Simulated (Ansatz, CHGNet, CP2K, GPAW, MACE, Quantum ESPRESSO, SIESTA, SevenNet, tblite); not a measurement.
**A faulty Quantum ESPRESSO run on Ta(100)/ZrC(100) interface (56 atoms)**

Program: Quantum ESPRESSO 7.5, a calculation on a cell of 24 Ta, 16 Zr and 16 C, 18.7 Å³ an atom.

pw.in reads:

```
&control
  calculation = 'scf'
  pseudo_dir = './pseudo'
  outdir = './tmp'
  disk_io = 'none'
  tprnfor = .true.
  tstress = .true.
/
&system
  ibrav = 0
  nat = 56
  ntyp = 3
  ecutwfc = 45
  ecutrho = 360
  nosym = .true.
  occupations = 'smearing'
  smearing = 'fd'
  degauss = 0.003675
  nbnd = 113
/
&electrons
  conv_thr = 2.8e-07
  electron_maxstep = 50
  mixing_beta = 0.2
  mixing_mode = 'local-TF'
  diagonalization = 'david'
/
ATOMIC_SPECIES
Ta 180.948 Ta.upf
Zr 91.224 Zr.upf
C 12.011 C.upf
CELL_PARAMETERS angstrom
13.61860 0.00000 0.00000
-1.60219 6.40876 0.00000
0.00000 0.00000 11.98281
ATOMIC_POSITIONS crystal
Ta 0.74718 0.36808 0.99353
Ta 0.62483 0.57201 0.13593
Ta 0.50020 0.24774 0.27793
Ta 0.74870 0.86377 0.00106
Ta 0.62452 0.06035 0.13806
Ta 0.50051 0.74443 0.27399
Ta 0.49942 0.24566 0.00106
Ta 0.37359 0.43634 0.14001
Ta 0.24969 0.12546 0.27439
Ta 0.50049 0.75155 0.99665
[... 42 atom lines left out ...]
Zr 0.27369 0.34537 0.53752
C 0.15187 0.53555 0.53967
Zr 0.15212 0.53506 0.73730
C 0.27969 0.35508 0.73653
K_POINTS gamma
```

Command:

```sh
OMP_NUM_THREADS=1 mpirun -np 4 pw.x -in pw.in > output.txt
```

What it wrote:

```text
Program PWSCF
     gamma-point specific algorithms are used
 %%%%%%%%%%%%%%%%%%%%%%%%%%%%%%%%%%%%%%%%%%%%%%%%%%%%%%%%%%%%%%%%%%%%%%%%%%%%%%
     Error in routine setup (1):
     too few bands
 %%%%%%%%%%%%%%%%%%%%%%%%%%%%%%%%%%%%%%%%%%%%%%%%%%%%%%%%%%%%%%%%%%%%%%%%%%%%%%
```

Wall time 0.7 s (4 MPI ranks of Arm Neoverse V1, shared host); peak memory 0.43 GiB.

Banners, paths, timers and routine set-up lines are dropped from the logs unmarked, and long logs keep their key lines alone; longer cuts are marked.

Q: Find the fault and mend it.

Too few bands: bands 113. Mend: ask for at least half as many bands as electrons, and some more for the smearing.

The program stopped at the start.

[Also dropped from logs without a mark: logging warnings of Python, and SIESTA's first energy breakdown and zero terms.]

[Logs are printed without paths, hosts, clocks, repeated set-up lines and the standing remarks that a program may print on its own settings, such as how far it seeks lower states.]

[Hosts, paths, dates, database ids (printed as entryN), source tags and the programs' standing remarks are cut or masked in the printed files.]
